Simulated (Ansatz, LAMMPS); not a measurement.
# Which site? a vacancy of Al in glassy 40SiO2-28Al2O3-16Li2O-16SrO (mol %) (85 atoms), part 4 of 4

Aim: make a vacancy of Al at several sites of glassy 40SiO2-28Al2O3-16Li2O-16SrO (mol %) (85 atoms), relax each, and compare their energies.

Ansatz 0.2.0; Kohn-Sham DFT, PBEsol, PAW (set soft_2), plane waves.

The cell: 10 Si, 14 Al, 8 Li, 4 Sr and 49 O. The quench rate of 6 K/ps is many orders above laboratory rates. The network of bonds at the start is that of the classical potential that made the cell. Only the Γ point is sampled, in a cell whose shortest periodic width is 10 Å.

So far. Step 7 (Vacancy of Al, site Al20): The relaxation converged after 14 steps, 1.69 eV below its start, with a largest force component of 0.045 eV/Å.

### Step 8. Vacancy of Al, site Al13

The site has 4 bonded neighbours (O4) at 1.77 Å on average. 

Input file input.yaml:

```yaml
crystal:
  lattice:
    - [10.1517, 0.0, 0.0]
    - [0.0, 10.1517, 0.0]
    - [0.0, 0.0, 10.1517]
  atoms:
    [... atom lines 1 to 9 left out ...]
    - { symbol: Si, position: [0.24819, 0.7011, 0.62848] }
    - { symbol: Al, position: [0.99671, 0.84372, 0.65894] }
    - { symbol: Al, position: [0.94325, 0.51015, 0.97533] }
    - { symbol: Al, position: [0.06954, 0.10016, 0.17611] }
    - { symbol: Al, position: [0.36807, 0.74706, 0.90763] }
    - { symbol: Al, position: [0.31344, 0.28806, 0.87631] }
    - { symbol: Al, position: [0.21655, 0.53389, 0.08672] }
    [... atom lines 17 to 84 left out ...]
magnetization:
  spin_polarized: true
kpoints:
  mp_grid: { grid: [1, 1, 1] }
hamiltonian:
  xc: pbesol
scf:
  occupations: { method: fermi_dirac, width: 0.025 }
  lower_state_search: "off"
output:
  forces: true
  eigenvalues: true
relax:
  f_tol: 0.05
  max_steps: 90
```

The run is started by

```console
$ ansatz run input.yaml --threads 4 --pin off --max-ram 8192MiB --backend cpu --events-out ev --progress --plain --runs-dir out
```

Numbers of over 12 decimals in the logs are rounded to 6 here.

The program printed:

```text
[...]
Crystal: 84 atoms, lattice volume = 1046.204 Å³
Basis set: ecut = 420 eV, 20341 PW (Γ), exchange–correlation on 144×144×144 points (8 copies of the dense FFT grid, shifted against one another)
Bands: 304, of which v1, the nominal top of the filled ones, is band 219 counted from 1 (218 counted from 0)
Symmetry: 1 space group operations
[...]
k-points: 1
[...]
Starting moments: Σ|m| = 2.4 μB on 4 of 84 sites
[...]
SCF iter   1: F=—  HF=-56248.142268 eV  |F-HF|=—  |Δ(HF+E_count)|=         —  Δρ=5.13e-2 (↑4.56e-2 ↓5.13e-2)  dr2=1.35e2  dr2_m=1.41e0  M=3.000 μB ∫|m|=3.151 μB  β_m=0.30  ethr=3.10e-3  ⟨swp⟩=7.0  Hψ=3172  notcnv=0  defer=123
[...]
SCF iter   3: F=—  HF=-56217.294341 eV  |F-HF|=—  |Δ(HF+E_count)|=    6.55e0  Δρ=3.73e-2 (↑2.02e-2 ↓3.73e-2)  dr2=4.91e1  dr2_m=1.55e0  M=2.786 μB ∫|m|=2.992 μB  β_m=0.30  ethr=3.10e-3  ⟨swp⟩=2.5  Hψ=1081  notcnv=0  defer=160
[...]
SCF iter  15: F=—  HF=-56208.124395 eV  |F-HF|=—  |Δ(HF+E_count)|=   4.58e-2  Δρ=3.33e-3 (↑1.51e-3 ↓3.33e-3)  dr2=9.20e-2  dr2_m=4.92e-2  M=3.000 μB ∫|m|=3.166 μB  β_m=0.30  ethr=2.62e-5  ⟨swp⟩=2.0  Hψ=797  notcnv=0  defer=154
[...]
SCF iter  17: F=—  HF=-56208.128445 eV  |F-HF|=—  |Δ(HF+E_count)|=   2.96e-2  Δρ=3.24e-3 (↑1.40e-3 ↓3.24e-3)  dr2=1.34e-1  dr2_m=3.82e-2  M=3.000 μB ∫|m|=3.169 μB  β_m=0.08  ethr=2.11e-5  ⟨swp⟩=2.0  Hψ=1028  notcnv=0  defer=154
[...]
SCF iter  28: F=—  HF=-56208.136448 eV  |F-HF|=—  |Δ(HF+E_count)|=   7.03e-5  Δρ=6.32e-5 (↑1.35e-5 ↓6.32e-5)  dr2=7.17e-5  dr2_m=8.52e-6  M=3.000 μB ∫|m|=3.170 μB  β_m=0.54  ethr=1.92e-7  ⟨swp⟩=2.0  Hψ=456  notcnv=0  defer=154
SCF iter  29: F=-56208.136430 eV  HF=-56208.136448 eV  |F-HF|=1.81e-5  |Δ(HF+E_count)|=   5.00e-7  Δρ=3.70e-5 (↑5.91e-6 ↓3.70e-5)  dr2=2.18e-5  dr2_m=3.38e-6  M=3.000 μB ∫|m|=3.170 μB  ethr=1.43e-8  ⟨swp⟩=16.5  Hψ=3340  notcnv=0
SCF 1 converged in 29 iterations: F = -56208.136430 eV  dr2 = 2.18e-5
[...]
relax step   1: F+E_penalty+E_count = -56208.13642977 eV  Δ(F+E_penalty+E_count) = +0.000e0 eV  max|allowed force component| = 1.358e0 eV/Å  Δτ_max = 0.0000 Å  (29 SCF iters, dr2 threshold 6.25e-5 eV, accepted)
[... from here on, the SCF cycles and remarks between the steps are left out ...]
relax step   2: F+E_penalty+E_count = -56208.60605409 eV  Δ(F+E_penalty+E_count) = -4.696e-1 eV  max|allowed force component| = 1.121e0 eV/Å  Δτ_max = 0.1935 Å  (15 SCF iters, dr2 threshold 1.00e-4 eV, accepted)
relax step   3: F+E_penalty+E_count = -56209.11147036 eV  Δ(F+E_penalty+E_count) = -5.054e-1 eV  max|allowed force component| = 9.160e-1 eV/Å  Δτ_max = 0.1974 Å  (15 SCF iters, dr2 threshold 7.85e-5 eV, accepted)
relax step   4: F+E_penalty+E_count = -56209.48594590 eV  Δ(F+E_penalty+E_count) = -3.745e-1 eV  max|allowed force component| = 6.781e-1 eV/Å  Δτ_max = 0.1970 Å  (12 SCF iters, dr2 threshold 1.00e-4 eV, accepted)
relax step   5: F+E_penalty+E_count = -56209.76481100 eV  Δ(F+E_penalty+E_count) = -2.789e-1 eV  max|allowed force component| = 4.652e-1 eV/Å  Δτ_max = 0.1903 Å  (15 SCF iters, dr2 threshold 1.00e-4 eV, accepted)
relax step   6: F+E_penalty+E_count = -56209.98748224 eV  Δ(F+E_penalty+E_count) = -2.227e-1 eV  max|allowed force component| = 3.265e-1 eV/Å  Δτ_max = 0.1950 Å  (13 SCF iters, dr2 threshold 1.00e-4 eV, accepted)
relax step   7: F+E_penalty+E_count = -56210.12257593 eV  Δ(F+E_penalty+E_count) = -1.351e-1 eV  max|allowed force component| = 5.248e-1 eV/Å  Δτ_max = 0.1952 Å  (13 SCF iters, dr2 threshold 5.02e-5 eV, accepted)
relax step   8: F+E_penalty+E_count = -56210.18997432 eV  Δ(F+E_penalty+E_count) = -6.740e-2 eV  max|allowed force component| = 3.394e-1 eV/Å  Δτ_max = 0.1272 Å  (12 SCF iters, dr2 threshold 1.00e-4 eV, accepted)
relax step   9: F+E_penalty+E_count = -56210.24203114 eV  Δ(F+E_penalty+E_count) = -5.206e-2 eV  max|allowed force component| = 1.657e-1 eV/Å  Δτ_max = 0.1369 Å  (10 SCF iters, dr2 threshold 4.82e-5 eV, accepted)
relax step  10: F+E_penalty+E_count = -56210.27619737 eV  Δ(F+E_penalty+E_count) = -3.417e-2 eV  max|allowed force component| = 1.690e-1 eV/Å  Δτ_max = 0.1628 Å  (10 SCF iters, dr2 threshold 6.54e-6 eV, accepted)
relax step  11: F+E_penalty+E_count = -56210.29793134 eV  Δ(F+E_penalty+E_count) = -2.173e-2 eV  max|allowed force component| = 1.344e-1 eV/Å  Δτ_max = 0.0652 Å  (10 SCF iters, dr2 threshold 6.80e-6 eV, accepted)
relax step  12: F+E_penalty+E_count = -56210.31211723 eV  Δ(F+E_penalty+E_count) = -1.419e-2 eV  max|allowed force component| = 1.010e-1 eV/Å  Δτ_max = 0.0391 Å  (11 SCF iters, dr2 threshold 1.14e-5 eV, accepted)
relax step  13: F+E_penalty+E_count = -56210.30056747 eV  Δ(F+E_penalty+E_count) = +1.155e-2 eV  max|allowed force component| = 1.462e-1 eV/Å  Δτ_max = 0.2000 Å  (13 SCF iters, dr2 threshold 5.75e-6 eV, rejected (line search))
[...]
relax step  20: F+E_penalty+E_count = -56211.14160569 eV  Δ(F+E_penalty+E_count) = -5.914e-1 eV  max|allowed force component| = 2.121e0 eV/Å  Δτ_max = 0.1944 Å  (15 SCF iters, dr2 threshold 1.00e-4 eV, accepted)
relax step  21: F+E_penalty+E_count = -56211.56472330 eV  Δ(F+E_penalty+E_count) = -4.231e-1 eV  max|allowed force component| = 1.086e0 eV/Å  Δτ_max = 0.1951 Å  (12 SCF iters, dr2 threshold 1.00e-4 eV, accepted)
relax step  22: F+E_penalty+E_count = -56211.67924140 eV  Δ(F+E_penalty+E_count) = -1.145e-1 eV  max|allowed force component| = 6.260e-1 eV/Å  Δτ_max = 0.0987 Å  (15 SCF iters, dr2 threshold 1.00e-4 eV, accepted)
relax step  23: F+E_penalty+E_count = -56211.74839897 eV  Δ(F+E_penalty+E_count) = -6.916e-2 eV  max|allowed force component| = 3.009e-1 eV/Å  Δτ_max = 0.0774 Å  (12 SCF iters, dr2 threshold 1.00e-4 eV, accepted)
relax step  24: F+E_penalty+E_count = -56211.79652538 eV  Δ(F+E_penalty+E_count) = -4.813e-2 eV  max|allowed force component| = 3.551e-1 eV/Å  Δτ_max = 0.0718 Å  (14 SCF iters, dr2 threshold 2.09e-5 eV, accepted)
relax step  25: F+E_penalty+E_count = -56211.85189343 eV  Δ(F+E_penalty+E_count) = -5.537e-2 eV  max|allowed force component| = 3.548e-1 eV/Å  Δτ_max = 0.0770 Å  (11 SCF iters, dr2 threshold 2.91e-5 eV, accepted)
relax step  26: F+E_penalty+E_count = -56211.86899636 eV  Δ(F+E_penalty+E_count) = -1.710e-2 eV  max|allowed force component| = 9.071e-1 eV/Å  Δτ_max = 0.1945 Å  (8 SCF iters, dr2 threshold 1.00e-4 eV, accepted)
relax step  27: F+E_penalty+E_count = -56211.92905389 eV  Δ(F+E_penalty+E_count) = -6.006e-2 eV  max|allowed force component| = 4.097e-1 eV/Å  Δτ_max = 0.1415 Å  (10 SCF iters, dr2 threshold 1.00e-4 eV, accepted)
relax step  28: F+E_penalty+E_count = -56212.02599950 eV  Δ(F+E_penalty+E_count) = -9.695e-2 eV  max|allowed force component| = 4.391e-1 eV/Å  Δτ_max = 0.2000 Å  (9 SCF iters, dr2 threshold 3.42e-5 eV, accepted)
relax step  29: F+E_penalty+E_count = -56212.07583886 eV  Δ(F+E_penalty+E_count) = -4.984e-2 eV  max|allowed force component| = 7.078e-1 eV/Å  Δτ_max = 0.1407 Å  (8 SCF iters, dr2 threshold 3.93e-5 eV, accepted)
relax step  30: F+E_penalty+E_count = -56212.11442751 eV  Δ(F+E_penalty+E_count) = -3.859e-2 eV  max|allowed force component| = 4.205e-1 eV/Å  Δτ_max = 0.0595 Å  (7 SCF iters, dr2 threshold 1.00e-4 eV, accepted)
relax step  31: F+E_penalty+E_count = -56212.14505495 eV  Δ(F+E_penalty+E_count) = -3.063e-2 eV  max|allowed force component| = 3.118e-1 eV/Å  Δτ_max = 0.2000 Å  (9 SCF iters, dr2 threshold 6.24e-5 eV, accepted)
relax step  32: F+E_penalty+E_count = -56212.22630614 eV  Δ(F+E_penalty+E_count) = -8.125e-2 eV  max|allowed force component| = 3.369e-1 eV/Å  Δτ_max = 0.1206 Å  (8 SCF iters, dr2 threshold 3.43e-5 eV, accepted)
relax step  33: F+E_penalty+E_count = -56212.32996723 eV  Δ(F+E_penalty+E_count) = -1.037e-1 eV  max|allowed force component| = 3.158e-1 eV/Å  Δτ_max = 0.1952 Å  (7 SCF iters, dr2 threshold 6.24e-5 eV, accepted)
relax step  34: F+E_penalty+E_count = -56212.32963925 eV  Δ(F+E_penalty+E_count) = +3.280e-4 eV  max|allowed force component| = 6.894e-1 eV/Å  Δτ_max = 0.1446 Å  (7 SCF iters, dr2 threshold 8.77e-5 eV, rejected (line search))
relax step  35: F+E_penalty+E_count = -56212.38028136 eV  Δ(F+E_penalty+E_count) = -5.031e-2 eV  max|allowed force component| = 1.803e-1 eV/Å  Δτ_max = 0.0723 Å  (11 SCF iters, accepted)
relax step  36: F+E_penalty+E_count = -56212.39596450 eV  Δ(F+E_penalty+E_count) = -1.568e-2 eV  max|allowed force component| = 2.123e-1 eV/Å  Δτ_max = 0.1000 Å  (8 SCF iters, dr2 threshold 1.06e-5 eV, accepted)
relax step  37: F+E_penalty+E_count = -56212.41899807 eV  Δ(F+E_penalty+E_count) = -2.303e-2 eV  max|allowed force component| = 6.810e-2 eV/Å  Δτ_max = 0.0726 Å  (7 SCF iters, dr2 threshold 1.47e-5 eV, accepted)
relax step  38: F+E_penalty+E_count = -56212.42403316 eV  Δ(F+E_penalty+E_count) = -5.035e-3 eV  max|allowed force component| = 6.093e-2 eV/Å  Δτ_max = 0.0195 Å  (8 SCF iters, accepted)
relax step  39: F+E_penalty+E_count = -56212.40561361 eV  Δ(F+E_penalty+E_count) = +1.842e-2 eV  max|allowed force component| = 2.044e-1 eV/Å  Δτ_max = 0.1284 Å  (11 SCF iters, rejected (line search))
relax step  40: F+E_penalty+E_count = -56212.43251381 eV  Δ(F+E_penalty+E_count) = -8.481e-3 eV  max|allowed force component| = 5.286e-2 eV/Å  Δτ_max = 0.0522 Å  (10 SCF iters, accepted)
relax step  41: F+E_penalty+E_count = -56212.43376010 eV  Δ(F+E_penalty+E_count) = -1.246e-3 eV  max|allowed force component| = 4.525e-2 eV/Å  Δτ_max = 0.0148 Å  (9 SCF iters, accepted)
SCF converged after 9 iterations
Magnetization: 0.9999 μB (219.0000 up, 218.0000 down)
Absolute magnetization: 1.0876 μB (∫|ρ↑−ρ↓|, with the PAW one-centre terms)
[...]
Per-site moments (μB) at R_I (Å): [(3.747076030725559e-5, 0.659507), (-1.0206263868371635e-5, 0.662723), (-0.00134534, 0.655362), (-9.389067729887206e-6, 0.668004), (-1.7634962315937325e-5, 0.667686), [...]
Free energy (F): -56212.433760 eV
[...]
Internal energy: -56212.433596 eV  (E = F + TS)
E sigma→0 (E₀):  -56212.433678 eV
Entropy (-TS):   -0.000164 eV (-0.002 meV/atom)
Fermi energy:    4.140238 eV
[...]
Σ components = -56212.433760   (vs F -56212.433760, Δ=0.00e0)
--- Forces (eV/Å), atoms counted from 1 ---
  atom   1  Si    -0.00114958     0.00388365    -0.00596251
  atom   2  Si     0.00740859    -0.00664605    -0.00856014
  atom   3  Si     0.01322863     0.01772747     0.01911403
  atom   4  Si     0.00378491     0.00211500    -0.00380745
[...]
atom  84  O      0.00179085     0.00191171    -0.00354518
  max |Σ_I F_I| component: 2.08e-5 eV/Å
--- Band table (eV) ---
[...]
--- Relaxed structure (41 steps of the walk, 38 accepted, 0 SCFs on fresh bases) ---
  F+E_penalty+E_count = -56212.43376010 eV   max|allowed force component| = 4.525e-2 eV/Å
  atoms:
    - { symbol: Si, position: [0.615098, 0.458950, 0.516544] }
    - { symbol: Si, position: [0.156604, -0.00889191, 0.893508] }
    - { symbol: Si, position: [0.797088, 0.165290, 0.790450] }
    - { symbol: Si, position: [0.519610, 0.107259, 0.251671] }
[...]
- { symbol: O, position: [0.900021, 0.102291, 0.170731] }
```

Wall time 13 min (4 threads of Arm Neoverse V2, shared host); peak memory 2.2 GiB.

The relaxation converged after 41 steps, 4.30 eV below its start, with a largest force component of 0.045 eV/Å.

The surroundings of the place of the removed atom, after relaxation: 14 atoms, nearest first, with positions taken from that point. Atoms keep their numbers of the cell before the removal, where the removed atom was number 13.

```
atom      x      y      z  distance (Å)  bonds  moment (μB)
Li25   0.71  -0.36  -1.12          1.37      4         0.00
 O64   0.42  -1.12   1.04          1.58      3         0.25
 O43  -0.31  -0.30   1.82          1.87      2         0.23
 O41  -0.85   0.29  -1.95          2.15      4         0.00
 O79   1.97   0.86  -0.34          2.18      3         0.05
 O84   0.07   2.58   0.51          2.63      3         0.01
 Si7   1.36   2.34  -0.56          2.76      4         0.00
Al21  -0.45  -2.91   0.82          3.06      4         0.00
 Si4  -2.37  -0.25  -2.17          3.22      4         0.00
Li30   3.30  -0.33   0.07          3.32      3         0.00
 O59   0.75   2.51  -2.06          3.33      3         0.00
 Si3   0.45   0.34   3.30          3.35      4         0.00
 O82  -2.99  -1.18  -0.94          3.35      3         0.00
 O85   1.49  -0.30  -2.99          3.36      4         0.00
```

The column of bonds counts only the pairs O-O within 1.49 Å, O-Al within 2.49 Å, O-Si within 2.12 Å, O-Li within 2.48 Å, O-Sr within 3.05 Å; other neighbours, such as metal atoms beside each other in a compound, aren't counted, and periodic images can show an atom twice.

The largest move is 2.53 Å, by Li25.

### Step 9. Vacancy of Al, site Al17

The site has 4 bonded neighbours (O4) at 1.78 Å on average. 

Input and log are left out; they have the form of those shown for this kind of step.

Run time: 4.1 min. Hardware: 4 threads of Arm Neoverse V2, shared host; peak memory 2 GiB.

The relaxation was stopped at its limit after 9 steps, 1.97 eV below its start, with a largest force component of 0.21 eV/Å.

The surroundings of the place of the removed atom, after relaxation: 10 atoms, nearest first, with positions taken from that point. Atoms keep their numbers of the cell before the removal, where the removed atom was number 17.

```
atom      x      y      z  distance (Å)  bonds
 O75   0.64   1.62  -0.42          1.79      2
 O56  -0.20  -1.62  -1.36          2.13      3
 O51   0.52  -0.76   2.00          2.20      2
 O69  -2.06   1.32  -0.31          2.46      3
Li31  -0.16  -0.10  -2.66          2.66      4
Li27  -2.14   1.11   1.54          2.86      3
Al22   0.66   0.83   2.69          2.89      4
Al12  -2.84   0.03  -1.20          3.08      4
Al15   1.45   2.15  -1.87          3.20      4
 Si9   0.59  -2.36   2.12          3.23      4
```

The column of bonds counts only the pairs O-Al within 2.19 Å, O-Si within 2.08 Å, O-Li within 2.48 Å, O-Sr within 3.05 Å; other neighbours, such as metal atoms beside each other in a compound, aren't counted, and periodic images can show an atom twice.

The largest move is 1.03 Å, by O69.

### Step 10. The sites compared

All these cells hold the same atoms, so their energies can be compared with no chemical potential.

```
  site  neighbours  mean distance (Å)  atoms within 6 Å  energy over the best site (eV)  before relaxation (eV)  gain on relaxing (eV)  moment (μB)
  Al13          O4               1.77                69                            0.00                    0.08                   4.30          1.0
  Al21          O4               1.78                69                            2.01                    0.00                   2.21          3.0
Al17 *          O4               1.78                73                            2.32                    0.07                   1.97            -
  Al18          O4               1.77                72                            2.69                    0.07                   1.60          3.0
  Al20          O4               1.77                64                            2.75                    0.22                   1.69          3.0
```

* The relaxation didn't finish, so this cell's energy would fall further, and differences against it can move either way. Neighbours are those of the relaxed host within 2.33 Å (O-Al); other pairs aren't counted.

### Step 11. Findings

The cheapest site is Al13 (4 neighbours, O4); the dearest, Al20 (4 neighbours, O4), costs 2.8 eV more. Over 5 sites the energy shows no clear trend with the mean distance to neighbours. The chemistry differs between sites, which can decide the order more than coordination does: at Al13 an O–O bond under 1.6 Å formed; at Al21 Li moved to within 1.0 Å of the empty place. At Al13 (largest move 2.5 Å) and Al21 (largest move 1.9 Å) other atoms changed place, so the end state is more than the plain defect. Relaxation changes the order: the best site before relaxing was Al21.

**Limits.** Defects are neutral and interact with their images. The reference ran with fermi-dirac smearing of 0.025 eV, but 5 of the 5 defect cells with fermi-dirac smearing of 0.025 eV, spin polarised. In a disordered cell the relaxation can also rearrange atoms far from the site. In the spin-polarised runs the search for a state of lower energy was switched off. Only 5 of the 14 Al sites were tried; unless symmetry makes the others alike to these, a cheaper one may exist. A local or semilocal functional tends to spread out the unpaired spin of such defects. Sites that ended on different moments differ in electronic state too.

The DFT runs together took 43 min of wall time.

[Logs are printed without paths, hosts, clocks, repeated set-up lines and the standing remarks that a program may print on its own settings, such as how far it seeks lower states.]

[Hosts, paths, dates, database ids (printed as entryN), source tags and the programs' standing remarks are cut or masked in the printed files.]
